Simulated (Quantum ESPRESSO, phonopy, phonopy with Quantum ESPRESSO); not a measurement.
# LiCl (Fm-3m): a volume series of phonon spectra, part 2 of 3

Which modes of LiCl drive its thermal expansion?

What experiment has found for this phase:
- volume expansion coefficient 131.4 1e-6/K and heat capacity C_P per formula unit 48.1 J/mol/K near room temperature (given in “High-Throughput Prediction of Finite-Temperature Properties using the Quasi-Harmonic Approximation”, 2016, arXiv:1603.06924)
- volume expansion coefficient 131.1 1e-6/K near room temperature (given in “Descriptors for thermal expansion in solids”, 2017, arXiv:1701.03966)

Quantum ESPRESSO 7.5; DFT LDA, scalar-relativistic, plane waves, GBRV ultrasoft pseudopotentials.

So far. Step 13 (Self-consistent run, V/V0 0.985): The run ends at a pressure of 0.65 GPa. Step 14 (Zone-centre response): The Born charges sum to zero within 0.0069 e; the rest is removed before use. Acoustic frequencies in this log differ from zero by the error of the sum rule, which ph.x does not impose.

The database entry behind the starting cell differs from later determinations by our own check (0.1 to 0.3 % short, probably kX units), so it need not match the best structure at ambient conditions.

## (15) A displaced supercell

System of this step: LiCl. The cell holds 54 atoms: 27 Li and 27 Cl. Cell: a = 10.477 Å, b = 10.477 Å, c = 10.477 Å, α = 60.0°, β = 60.0°, γ = 60.0°. It derives from LiCl, repeated 3×3×3.

Contents of disp-00001.in:

```
&CONTROL
  calculation = 'scf'
  prefix      = 'x'
  outdir      = './tmp'
  pseudo_dir  = './pseudo'
  tprnfor     = .true.
  disk_io     = 'none'
/
&SYSTEM
  ibrav       = 0
  nat         = 54
  ntyp        = 2
  ecutwfc     = 45.0
  ecutrho     = 270.0
  occupations = 'fixed'
  nbnd        = 137
/
&ELECTRONS
  conv_thr         = 1.0d-11
  mixing_beta      = 0.7
  electron_maxstep = 100
/
ATOMIC_SPECIES
 Li      6.9400  Li.upf
 Cl     35.4500  Cl.upf
CELL_PARAMETERS angstrom
     0.000000000    7.408193950    7.408193950
     7.408193950    0.000000000    7.408193950
     7.408193950    7.408193950    0.000000000
ATOMIC_POSITIONS crystal
 Li     0.001908986   0.000000000   0.000000000
 Li     0.333333333   0.000000000   0.000000000
 Li     0.666666667   0.000000000   0.000000000
 Li     0.000000000   0.333333333   0.000000000
 Li     0.333333333   0.333333333   0.000000000
 Li     0.666666667   0.333333333   0.000000000
 Li     0.000000000   0.666666667   0.000000000
 Li     0.333333333   0.666666667   0.000000000
[... 42 atom lines left out ...]
 Cl     0.833333333   0.500000000   0.833333333
 Cl     0.166666667   0.833333333   0.833333333
 Cl     0.500000000   0.833333333   0.833333333
 Cl     0.833333333   0.833333333   0.833333333
K_POINTS automatic
 2 2 2 0 0 0
```

On the command line:

```bash
OMP_NUM_THREADS=1 mpirun -n 4 pw.x -nk 4 -in disp-00001.in > disp-00001.out
```

Elapsed: 15 min, on 4 MPI ranks of Intel Xeon at 2.70GHz, shared host; 61 min of CPU time.

## (16) Lattice dynamics at this volume, V/V0 0.985

This step: DFT LDA, scalar-relativistic, plane waves, GBRV ultrasoft pseudopotentials (phonopy with Quantum ESPRESSO 4.10.0 / 7.5).

Run time: 15 min. Hardware: 8 threads; 2 h of CPU time.

Phonopy, LO-TO term from ph.x's tensors. The phonon branches at the labelled points (cm⁻¹):

```
    point  branch 1  branch 2  branch 3  branch 4  branch 5  branch 6
        Γ         0         0         0       240       240       419
  halfway        95        95       173       256       256       356
        X       134       134       185       242       242       255
  halfway       137       151       186       243       256       257
        U       142       181       182       245       264       293
jump to K       142       181       182       245       264       293
  halfway       110       111       174       228       269       399
        Γ         0         0         0       240       240       419
  halfway        91        91       155       240       240       422
        L       133       133       222       249       249       426
  halfway       141       160       205       249       257       362
        W       166       172       172       262       262       281
  halfway       148       154       185       252       259       261
        X       134       134       185       242       242       255
```

No mode is imaginary beyond numerical noise along the path. The highest zone-centre mode (no LO–TO term) moved by +4.5 % for a volume change of -1.5 %.

The time given is that of the 2 pw.x runs on displaced cells behind this step.

## (17) Ground state at this cell, V/V0 1.03

This step: DFT LDA, scalar-relativistic, plane waves, GBRV ultrasoft pseudopotentials (Quantum ESPRESSO 7.5).

System of this step: LiCl. Symmetry: Fm-3m, No. 225, cubic system. Conventional cell: a = 5.013 Å, b = 5.013 Å, c = 5.013 Å, α = 90.00°, β = 90.00°, γ = 90.00°. Nearest to Li lie 6 Cl at 2.51 Å. Nearest to Cl lie 6 Li at 2.51 Å. Farther neighbours and most contacts between anions are not listed.

Contents of scf.in:

```
&CONTROL
  calculation = 'scf'
  prefix      = 'x'
  outdir      = './tmp'
  pseudo_dir  = './pseudo'
  tprnfor     = .true.
  tstress     = .true.
/
&SYSTEM
  ibrav       = 0
  nat         = 2
  ntyp        = 2
  ecutwfc     = 45.0
  ecutrho     = 270.0
  occupations = 'fixed'
  nbnd        = 7
/
&ELECTRONS
  conv_thr         = 1.0d-12
  mixing_beta      = 0.7
  electron_maxstep = 100
/
ATOMIC_SPECIES
 Li      6.9400  Li.upf
 Cl     35.4500  Cl.upf
CELL_PARAMETERS angstrom
     0.000000000    2.506444470    2.506444470
     2.506444470    0.000000000    2.506444470
     2.506444470    2.506444470    0.000000000
ATOMIC_POSITIONS crystal
 Li     0.000000000   0.000000000   0.000000000
 Cl     0.500000000   0.500000000   0.500000000
K_POINTS automatic
 8 8 8 0 0 0
```

On the command line:

```bash
OMP_NUM_THREADS=1 mpirun -n 8 pw.x -nk 8 -in scf.in > scf.out
```

It took 3 s on 8 MPI ranks.

The run ends at a pressure of -1.13 GPa.

## (18) Zone-centre response

Contents of ph.in:

```
phonons
&INPUTPH
  prefix = 'x'
  outdir = './tmp'
  fildyn = 'x.dyn'
  tr2_ph = 1.0d-18
  epsil  = .true.
/
0.000000000 0.000000000 0.000000000
```

scf.in is that of step 17.

On the command line:

```bash
OMP_NUM_THREADS=1 mpirun -n 8 ph.x -nk 8 -in ph.in > ph.out
```

Run time: 25 s. Hardware: 8 MPI ranks; 3.3 min of CPU time.

The Born charges sum to zero within 0.0068 e; the rest is removed before use. Acoustic frequencies in this log differ from zero by the error of the sum rule, which ph.x does not impose.

## (19) Forces on a displaced cell

System of this step: LiCl. The cell holds 54 atoms: 27 Li and 27 Cl. Cell: a = 10.634 Å, b = 10.634 Å, c = 10.634 Å, α = 60.0°, β = 60.0°, γ = 60.0°. It derives from LiCl, repeated 3×3×3.

Changes to disp-00001.in since step 15:

```diff
@@ -26,7 +26,7 @@
 CELL_PARAMETERS angstrom
-     0.000000000    7.408193950    7.408193950
-     7.408193950    0.000000000    7.408193950
-     7.408193950    7.408193950    0.000000000
+     0.000000000    7.519333409    7.519333409
+     7.519333409    0.000000000    7.519333409
+     7.519333409    7.519333409    0.000000000
 ATOMIC_POSITIONS crystal
- Li     0.001908986   0.000000000   0.000000000
+ Li     0.001880770   0.000000000   0.000000000
  Li     0.333333333   0.000000000   0.000000000
```

On the command line:

```bash
OMP_NUM_THREADS=1 mpirun -n 4 pw.x -nk 4 -in disp-00001.in > disp-00001.out
```

Wall time 13 min (4 MPI ranks).

## (20) Lattice dynamics at this volume, V/V0 1.03

This step: DFT LDA, scalar-relativistic, plane waves, GBRV ultrasoft pseudopotentials (phonopy with Quantum ESPRESSO 4.10.0 / 7.5).

Run time: 13 min. Hardware: 8 threads; 1.8 h of CPU time.

Phonopy, LO-TO term from ph.x's tensors. Phonon branches along the path, in cm⁻¹:

```
    point  branch 1  branch 2  branch 3  branch 4  branch 5  branch 6
        Γ         0         0         0       210       210       401
  halfway        92        92       157       226       226       340
        X       131       131       182       209       209       219
  halfway       133       146       183       211       222       226
        U       134       171       178       216       231       269
jump to K       134       171       178       216       231       269
  halfway        98       106       162       201       239       382
        Γ         0         0         0       210       210       401
  halfway        82        82       145       212       212       404
        L       120       120       208       225       225       408
  halfway       130       150       195       222       228       342
        W       153       168       168       230       230       259
  halfway       144       145       182       219       224       233
        X       131       131       182       209       209       219
```

No mode is imaginary beyond numerical noise along the path. The highest zone-centre mode (no LO–TO term) moved by -8.9 % for a volume change of +3.0 %.

The time given is that of the 2 pw.x runs on displaced cells behind this step.

## (21) Ground state at this cell, V/V0 0.97

This step: DFT LDA, scalar-relativistic, plane waves, GBRV ultrasoft pseudopotentials (Quantum ESPRESSO 7.5).

System of this step: LiCl. The structure is cubic, space group Fm-3m (No. 225). Conventional cell: a = 4.914 Å, b = 4.914 Å, c = 4.914 Å, α = 90.00°, β = 90.00°, γ = 90.00°. Li has 6 Cl at 2.46 Å nearest. Nearest to Cl lie 6 Li at 2.46 Å. Farther neighbours and most contacts between anions are not listed.

Changes to scf.in since step 18:

```diff
@@ -26,5 +26,5 @@
 CELL_PARAMETERS angstrom
-     0.000000000    2.506444470    2.506444470
-     2.506444470    0.000000000    2.506444470
-     2.506444470    2.506444470    0.000000000
+     0.000000000    2.456798795    2.456798795
+     2.456798795    0.000000000    2.456798795
+     2.456798795    2.456798795    0.000000000
 ATOMIC_POSITIONS crystal
```

On the command line:

```bash
OMP_NUM_THREADS=1 mpirun -n 8 pw.x -nk 8 -in scf.in > scf.out
```

The job ended after 3.5 s (8 MPI ranks; 26 s of CPU time).

The run ends at a pressure of 1.34 GPa.

## (22) Zone-centre response

ph.in is that of step 18.

scf.in is that of step 21.

On the command line:

```bash
OMP_NUM_THREADS=1 mpirun -n 8 ph.x -nk 8 -in ph.in > ph.out
```

Wall time 29 s (8 MPI ranks).

The Born charges sum to zero within 0.0069 e; the rest is removed before use. Acoustic frequencies in this log differ from zero by the error of the sum rule, which ph.x does not impose.

## (23) A displaced supercell

System of this step: LiCl. The cell holds 54 atoms: 27 Li and 27 Cl. Its edges and angles: a = 10.423 Å, b = 10.423 Å, c = 10.423 Å, α = 60.0°, β = 60.0°, γ = 60.0°. It derives from LiCl, repeated 3×3×3.

Changes to disp-00001.in since step 19:

```diff
@@ -26,7 +26,7 @@
 CELL_PARAMETERS angstrom
-     0.000000000    7.519333409    7.519333409
-     7.519333409    0.000000000    7.519333409
-     7.519333409    7.519333409    0.000000000
+     0.000000000    7.370396385    7.370396385
+     7.370396385    0.000000000    7.370396385
+     7.370396385    7.370396385    0.000000000
 ATOMIC_POSITIONS crystal
- Li     0.001880770   0.000000000   0.000000000
+ Li     0.001918775   0.000000000   0.000000000
  Li     0.333333333   0.000000000   0.000000000
```

On the command line:

```bash
OMP_NUM_THREADS=1 mpirun -n 4 pw.x -nk 4 -in disp-00001.in > disp-00001.out
```

It took 14 min on 4 MPI ranks.

## (24) Lattice dynamics at this volume, V/V0 0.97

This step: DFT LDA, scalar-relativistic, plane waves, GBRV ultrasoft pseudopotentials (phonopy with Quantum ESPRESSO 4.10.0 / 7.5).

Elapsed: 15 min, on 8 threads; 1.9 h of CPU time.

Phonopy, LO-TO term from ph.x's tensors. Phonon branches along the path, in cm⁻¹:

```
    point  branch 1  branch 2  branch 3  branch 4  branch 5  branch 6
        Γ         0         0         0       251       251       426
  halfway        96        96       178       266       266       362
        X       135       135       186       253       253       267
  halfway       139       152       187       254       267       269
        U       144       183       184       255       275       302
jump to K       144       183       184       255       275       302
  halfway       111       115       178       238       279       405
        Γ         0         0         0       251       251       426
  halfway        94        94       158       250       250       428
        L       138       138       226       258       258       432
  halfway       145       163       209       258       267       369
        W       171       173       173       274       274       288
  halfway       149       156       186       263       270       270
        X       135       135       186       253       253       267
```

No mode is imaginary beyond numerical noise along the path. The highest zone-centre mode (no LO–TO term) moved by +9.0 % for a volume change of -3.0 %.

The time given is that of the 2 pw.x runs on displaced cells behind this step.

## (25) Ground state at this cell, V/V0 1.05

This step: DFT LDA, scalar-relativistic, plane waves, GBRV ultrasoft pseudopotentials (Quantum ESPRESSO 7.5).

System of this step: LiCl. It takes space group Fm-3m (No. 225, cubic). Conventional cell: a = 5.045 Å, b = 5.045 Å, c = 5.045 Å, α = 90.00°, β = 90.00°, γ = 90.00°. Nearest to Li lie 6 Cl at 2.52 Å. Cl has 6 Li at 2.52 Å nearest. Farther neighbours and most contacts between anions are not listed.

Changes to scf.in since step 22:

```diff
@@ -26,5 +26,5 @@
 CELL_PARAMETERS angstrom
-     0.000000000    2.456798795    2.456798795
-     2.456798795    0.000000000    2.456798795
-     2.456798795    2.456798795    0.000000000
+     0.000000000    2.522563526    2.522563526
+     2.522563526    0.000000000    2.522563526
+     2.522563526    2.522563526    0.000000000
 ATOMIC_POSITIONS crystal
```

On the command line:

```bash
OMP_NUM_THREADS=1 mpirun -n 8 pw.x -nk 8 -in scf.in > scf.out
```

It took 4.1 s on 8 MPI ranks.

The run ends at a pressure of -1.79 GPa.

## (26) Zone-centre response

ph.in is that of step 22.

scf.in is that of step 25.

On the command line:

```bash
OMP_NUM_THREADS=1 mpirun -n 8 ph.x -nk 8 -in ph.in > ph.out
```

It took 39 s on 8 MPI ranks.

The Born charges sum to zero within 0.0068 e; the rest is removed before use. Acoustic frequencies in this log differ from zero by the error of the sum rule, which ph.x does not impose.

## (27) Forces on a displaced cell

System of this step: LiCl. The cell holds 54 atoms: 27 Li and 27 Cl. Cell: a = 10.702 Å, b = 10.702 Å, c = 10.702 Å, α = 60.0°, β = 60.0°, γ = 60.0°. It derives from LiCl, repeated 3×3×3.

Changes to disp-00001.in since step 23:

```diff
@@ -26,7 +26,7 @@
 CELL_PARAMETERS angstrom
-     0.000000000    7.370396385    7.370396385
-     7.370396385    0.000000000    7.370396385
-     7.370396385    7.370396385    0.000000000
+     0.000000000    7.567690579    7.567690579
+     7.567690579    0.000000000    7.567690579
+     7.567690579    7.567690579    0.000000000
 ATOMIC_POSITIONS crystal
- Li     0.001918775   0.000000000   0.000000000
+ Li     0.001868752   0.000000000   0.000000000
  Li     0.333333333   0.000000000   0.000000000
```

On the command line:

```bash
OMP_NUM_THREADS=1 mpirun -n 4 pw.x -nk 4 -in disp-00001.in > disp-00001.out
```

It took 13 min on 4 MPI ranks; 51 min of CPU time.

## (28) Phonons, V/V0 1.05

This step: DFT LDA, scalar-relativistic, plane waves, GBRV ultrasoft pseudopotentials (phonopy with Quantum ESPRESSO 4.10.0 / 7.5).

Elapsed: 14 min, on 8 threads.

Phonopy, LO-TO term from ph.x's tensors. Phonon branches along the path, in cm⁻¹:

```
    point  branch 1  branch 2  branch 3  branch 4  branch 5  branch 6
        Γ         0         0         0       196       196       394
  halfway        91        91       150       212       212       333
        X       130       130       180       194       194       204
  halfway       131       144       182       197       206       213
        U       131       167       177       204       216       259
jump to K       131       167       177       204       216       259
  halfway        93       105       156       189       227       374
        Γ         0         0         0       196       196       394
  halfway        79        79       142       199       199       397
        L       115       115       203       214       214       401
  halfway       125       145       191       211       216       334
        W       148       166       166       216       216       250
  halfway       142       143       181       205       208       222
        X       130       130       180       194       194       204
```

No mode is imaginary beyond numerical noise along the path. The highest zone-centre mode (no LO–TO term) moved by -14.7 % for a volume change of +5.0 %.

The time given is that of the 2 pw.x runs on displaced cells behind this step.

## (29) Mode Grüneisen parameters

This step: DFT LDA, scalar-relativistic, plane waves, GBRV ultrasoft pseudopotentials (phonopy 4.10.0).

This step gave:

| Item | Value |
| --- | --- |
| share of modes with a negative Grüneisen parameter | 0 |

Mean Grüneisen, by row:

```
T (K)  heat-capacity-weighted mean  root mean square
   50                        1.586             1.712
  100                        1.757             1.906
  200                        1.817             1.969
  300                        1.823             1.975
  500                        1.824             1.977
  800                        1.825             1.977
```

(Part 2 of 3 ends here.)

[Logs are printed without paths, hosts, clocks, repeated set-up lines and the standing remarks that a program may print on its own settings, such as how far it seeks lower states.]

[Hosts, paths, dates, database ids (printed as entryN), source tags and the programs' standing remarks are cut or masked in the printed files.]

[A step with changed settings may run another functional than the one named; its input shows which.]

[Of the runs on displaced cells, only some may be shown.]
